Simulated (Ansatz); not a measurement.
# Li3ClO (Pm-3m): phonons and vibrational spectra, part 2 of 3

How does Li3ClO (Pm-3m) vibrate, and is this structure a minimum?

Ansatz 0.2.0; DFT PBEsol, scalar-relativistic, plane waves, PAW.

So far. Step 3 (Tight relaxation): The forces vanish by symmetry and the pressure is -0.003 GPa, within the tolerances set. The cell now holds 11.32 Å³/atom. The relaxed cell has a = 3.840 Å (conventional setting).

## 4. Linear response at the zone centre

The zone centre comes first: it holds the modes that light can see, as far as symmetry allows. The response to a homogeneous field gives the Born charges and the dielectric tensor, and its change with displacement the Raman tensors.

input.yaml

```yaml
crystal:
  lattice:
    - [3.8395491852, 0.0, 0.0]
    - [0.0, 3.8395491852, 0.0]
    - [0.0, 0.0, 3.8395491852]
  atoms:
    - { symbol: Li, position: [0.0, 0.5, 0.5] }
    - { symbol: Li, position: [0.5, 0.0, 0.5] }
    - { symbol: Li, position: [0.5, 0.5, 0.0] }
    - { symbol: Cl, position: [0.0, 0.0, 0.0] }
    - { symbol: O, position: [0.5, 0.5, 0.5] }
kpoints:
  mp_grid: { grid: [6, 6, 6] }
hamiltonian:
  xc: pbesol
scf:
  occupations: { method: fixed }
output:
  eigenvalues: true
phonons:
  method: dfpt
  dielectric: true
  rigid_motions: translations
  raman: true
```

The run is started by

```console
$ ansatz run input.yaml --threads 4 --pin off --max-ram 7168MiB --backend cpu --events-out ev --progress --plain --runs-dir out
```

Numbers of over 12 decimals in the logs are rounded to 6 here.

The program printed:

```text
[...]
Crystal: 5 atoms, lattice volume = 56.603 Å³
Basis set: ecut = 420 eV, 1141 PW (Γ), exchange–correlation on 54×54×54 points (8 copies of the dense FFT grid, shifted against one another)
Bands: 16, of which v1, the nominal top of the filled ones, is band 11 counted from 1 (10 counted from 0)
Symmetry: 48 space group operations
k-points: 80 of 216 (irreducible under 2 space group operations, time reversal used)
[...]
SCF iter   1: F=—  HF=-2237.312968 eV  |F-HF|=—  |Δ(HF+E_count)|=         —  Δρ=9.42e-3  dr2=4.46e-2  ethr=1.77e-3  ⟨swp⟩=4.3  Hψ=5543  notcnv=0  defer=113
[...]
SCF iter   8: F=-2237.298460 eV  HF=-2237.298460 eV  |F-HF|=1.09e-11  |Δ(HF+E_count)|=  1.34e-10  Δρ=1.71e-7  dr2=1.17e-11  ethr=1.00e-12  ⟨swp⟩=10.6  Hψ=6975  notcnv=0
SCF 1 converged in 8 iterations: F = -2237.298460 eV  dr2 = 1.17e-11
[...]
DFPT response loops at Γ: preconditioner auto → none (the input reference at scf.mixing.eps_inf says where Resta's filter doesn't serve); β = 0.50; Broyden in place of MSR1
── the response to a field inside a basis, on 8×8×8 k-points: an SCF that follows is theirs, and a resumed run solves both again ──
Bands: 12, of which v1, the nominal top of the filled ones, is band 11 counted from 1 (10 counted from 0)
k-points: 20 of 512
[...]
Eigensolver: Dense (20 Hₖ)
SCF iter   1: F=—  HF=-2237.299155 eV  |F-HF|=—  |Δ(HF+E_count)|=         —  Δρ=4.07e-4  dr2=1.55e-5  ethr=1.00e-1
[...]
SCF iter   5: F=-2237.299161 eV  HF=-2237.299161 eV  |F-HF|=1.16e-10  |Δ(HF+E_count)|=   1.79e-9  Δρ=5.47e-7  dr2=7.46e-11  ethr=3.38e-12
SCF 1 converged in 5 iterations: F = -2237.299161 eV  dr2 = 7.46e-11
[...]
SCF converged after 8 iterations
Free energy (F): -2237.298460 eV
[...]
Internal energy: -2237.298460 eV  (E = F + TS)
E sigma→0 (E₀):  -2237.298460 eV
Fermi energy:    3.348381 eV
[...]
--- Band table (eV; the first three rows and the last of 80) ---
  k-point 0: bands = [... 7 lower, 0.2265, 2.8035, 2.8035, 2.8035, 8.2866, 10.2308, 10.2308, 15.3375, ... 1 higher]
  k-point 1: bands = [... 7 lower, 0.3553, 2.6137, 2.6839, 2.6839, 8.7319, 10.0816, 10.8740, 13.7453, ... 1 higher]
  k-point 2: bands = [... 7 lower, 0.6779, 2.3718, 2.3718, 2.3794, 9.5170, 9.8133, 12.3504, 12.6359, ... 1 higher]
  k-point 79: bands = [... 7 lower, -0.4152, 2.5705, 2.5705, 2.5705, 12.1680, 12.1680, 12.1680, 12.2427, ... 1 higher]
--- Phonons (Γ-DFPT): 4 representative perturbations + reference, on 80 of 216 k-points (Σ response iterations 13) ---
  k mesh reduced under 2 symmetry operations, with k and −k counted as one. Each operation leaves every solved perturbation unchanged. A smaller set is not considered because the run solves the response to a homogeneous field
  ASR residual: 3.027e-4 → 0.000e0 eV/Å²; symmetrization residual: 5.472e-6 eV/Å²
  ASR residual per site (eV/Å²): 3.03e-4 3.03e-4 3.03e-4 6.11e-5 2.40e-4
  Γ frequencies (cm⁻¹): 0.00 0.00 0.00 151.09 151.09 151.09 223.75 223.75 223.75 372.06 372.06 372.06 557.63 557.63 557.63
  ε∞ (high-frequency dielectric tensor):
        3.235398     0.000000     0.000000
        0.000000     3.235398     0.000000
        0.000000     0.000000     3.235398
  ε⁰ (static dielectric tensor: ions relaxed, cell fixed):
       15.297646    -0.000000    -0.000000
       -0.000000    15.297646    -0.000000
       -0.000000    -0.000000    15.297646
  ε⁰ − ε∞ (ionic part):
       12.062248    -0.000000    -0.000000
       -0.000000    12.062248    -0.000000
       -0.000000    -0.000000    12.062248
  softest optical mode at Γ: 151.09 cm⁻¹; the repairs (sum rule, projections) moved no ω² at Γ by more than (3.88 cm⁻¹)²
  Born effective charges Z* (e; rows j = field, columns β = displacement):
    site 0:
         0.99436    0.00000    0.00000
         0.00000    1.14690   -0.00000
         0.00000    0.00000    1.14690
    site 1:
         1.14690   -0.00000    0.00000
        -0.00000    0.99436   -0.00000
         0.00000    0.00000    1.14690
    site 2:
         1.14690    0.00000    0.00000
        -0.00000    1.14690   -0.00000
         0.00000    0.00000    0.99436
    site 3:
        -1.26621    0.00000    0.00000
        -0.00000   -1.26621    0.00000
         0.00000    0.00000   -1.26621
    site 4:
        -2.02194   -0.00000    0.00000
        -0.00000   -2.02194   -0.00000
         0.00000    0.00000   -2.02194
  Z* charge neutrality: 2.931e-4 e pre-enforcement
  solved inside a basis spanned on kpoints, on 8×8×8 k-points: ε∞ is read to err by 7.3e-3, Z* by 7.9e-3 e (field_mesh: kpoints solves on kpoints); Z* is corrected for what the basis lacks
  Raman tensors (in the event stream and the table raman_tensors.tsv): an entry may err by 5.2e-4 Å², one of the second-order susceptibility by 2.3e-20 pm/V (basis, points and sum rule); their sum over the sites missed zero by 3.820e-21 Å² ahead of its enforcement
  optical modes at Γ without the LO–TO term, one row a degenerate level:
      ω (cm⁻¹)  modes    IR ((D/Å)²/amu)  static Raman (Å⁴/amu)  depolarisation
        151.09      3            16.5109                 0.0000               —
        223.75      3             0.0000                 0.0000               —
        372.06      3            26.7240                 0.0000               —
        557.63      3            13.6783                 0.0000               —
  optical modes at Γ + LO–TO along q̂ = [1.0000, 0.0000, 0.0000]:
      ω (cm⁻¹)  modes    IR ((D/Å)²/amu)  static Raman (Å⁴/amu)  depolarisation
        151.09      2            11.0073                 0.0000               —
        223.21      1             0.8423                 0.0000               —
        223.75      3             0.0000                 0.0000               —
        372.06      2            17.8160                 0.0000               —
        469.63      1             3.6508                 0.0000               —
        557.63      2             9.1189                 0.0000               —
        650.21      1            14.4779                 0.0000               —
  optical modes at Γ + LO–TO along q̂ = [0.0000, 1.0000, 0.0000]:
      ω (cm⁻¹)  modes    IR ((D/Å)²/amu)  static Raman (Å⁴/amu)  depolarisation
        151.09      2            11.0073                 0.0000               —
        223.21      1             0.8423                 0.0000               —
        223.75      3             0.0000                 0.0000               —
        372.06      2            17.8160                 0.0000               —
        469.63      1             3.6508                 0.0000               —
        557.63      2             9.1189                 0.0000               —
        650.21      1            14.4779                 0.0000               —
  optical modes at Γ + LO–TO along q̂ = [0.0000, 0.0000, 1.0000]:
      ω (cm⁻¹)  modes    IR ((D/Å)²/amu)  static Raman (Å⁴/amu)  depolarisation
        151.09      2            11.0073                 0.0000               —
        223.21      1             0.8423                 0.0000               —
        223.75      3             0.0000                 0.0000               —
        372.06      2            17.8160                 0.0000               —
        469.63      1             3.6508                 0.0000               —
        557.63      2             9.1189                 0.0000               —
        650.21      1            14.4779                 0.0000               —
```

It took 44 s on 4 threads of Arm Neoverse V2, shared host; peak memory 0.77 GiB.

In the SCF lines HF is the Harris–Foulkes energy and dr2 the Hartree energy of the density residual, in eV; the loop may stop once dr2 is under the threshold and the program's other checks hold. Hψ counts applications of the Hamiltonian.

Numbers from this step:

- sum-rule residual before enforcement: 3.03e-4 eV/Å²
- miss of the charge sum rule: 2.93e-4 e
- estimated error of the dielectric tensor: 0.007284
- estimated error of the Born charges: 0.007901 e
- point group: m-3m
- highest optical mode at the zone centre (no LO-TO term): 557.6 cm⁻¹
- lowest optical zone-centre mode: 151.1 cm⁻¹
- mean high-frequency dielectric constant: 3.235
- largest Born charge (third of the trace): -2.022 e
- mean static dielectric constant: 15.30
- top of the zone-centre spectrum with the field: 650.2 cm⁻¹

Without the LO-TO term. Patterns of degenerate modes are one choice out of their space. Modes at Γ, with each element's share of the kinetic energy:

```
mode  frequency (cm⁻¹)  symmetry  Li %  Cl %  O %
   1               0.0  acoustic    29    49   22
   2               0.0  acoustic    29    49   22
   3               0.0  acoustic    29    49   22
   4             151.1       T1u    45    48    8
   5             151.1       T1u    45    48    8
   6             151.1       T1u    45    48    8
   7             223.8       T2u   100     0    0
   8             223.8       T2u   100     0    0
   9             223.8       T2u   100     0    0
  10             372.1       T1u    46     3   50
  11             372.1       T1u    46     3   50
  12             372.1       T1u    46     3   50
  13             557.6       T1u    80     0   20
  14             557.6       T1u    80     0   20
  15             557.6       T1u    80     0   20
```

Displacements in mode 4 (151.1 cm⁻¹), the largest set to 1:
```
Li1 -0.19 -0.40 -1.00
Li2 -0.29 -0.26 -1.00
Li3 -0.29 -0.40 -0.64
Cl4  0.20  0.29  0.71
O5  -0.12 -0.17 -0.42
```

Displacements in mode 10 (372.1 cm⁻¹), the largest set to 1:
```
Li1 -0.07  0.08 -0.96
Li2  0.14 -0.04 -0.96
Li3  0.14  0.08  0.51
Cl4  0.02  0.01 -0.17
O5  -0.14 -0.08  1.00
```

Optical modes at the zone centre, without and with the macroscopic field of the longitudinal modes; each column is sorted by frequency, so a row need not hold one and the same mode. Modes with and without the field, by row:

```
rank among optical modes  no field (cm⁻¹)  q along (1, 0, 0) (cm⁻¹)
                       1            151.1                     151.1
                       2            151.1                     151.1
                       3            151.1                     223.2
                       4            223.8                     223.8
                       5            223.8                     223.8
                       6            223.8                     223.8
                       7            372.1                     372.1
                       8            372.1                     372.1
                       9            372.1                     469.6
                      10            557.6                     557.6
                      11            557.6                     557.6
                      12            557.6                     650.2
```

Born charge (rows field, columns displacement) (e), principal values of the symmetric part by kind of site:

| atom | atoms with these values | low | middle | high | mean |
| --- | --- | --- | --- | --- | --- |
| Li1 | 3 | 0.99 | 1.15 | 1.15 | 1.10 |
| Cl4 | 1 | -1.27 | -1.27 | -1.27 | -1.27 |
| O5 | 1 | -2.02 | -2.02 | -2.02 | -2.02 |

In full for Li1:

```
0.99 0.00 0.00
0.00 1.15 0.00
0.00 0.00 1.15
```

High-frequency dielectric tensor:

```
3.24 0.00 0.00
0.00 3.24 0.00
0.00 0.00 3.24
```

Static dielectric tensor (ions relaxed, fixed cell):

```
15.30  0.00  0.00
 0.00 15.30  0.00
 0.00  0.00 15.30
```

Transverse modes. Lines of the infrared spectrum (strongest = 100):

| position (cm⁻¹) | label | relative intensity |
| --- | --- | --- |
| 151 | T1u | 62 |
| 224 | T2u | 0.0 |
| 372 | T1u | 100 |
| 558 | T1u | 51 |

Before it was imposed, the acoustic sum rule was missed by 3.0e-4 eV/Å² and the charge sum rule by 2.9e-4 e. Small misses are needed for a sound result but don't prove that mesh and cutoff are converged. The lowest optical mode is real, 151 cm⁻¹.

(Continued in part 3 of 3.)

[Logs are printed without paths, hosts, clocks, repeated set-up lines and the standing remarks that a program may print on its own settings, such as how far it seeks lower states.]

[Hosts, paths, dates, database ids (printed as entryN), source tags and the programs' standing remarks are cut or masked in the printed files.]
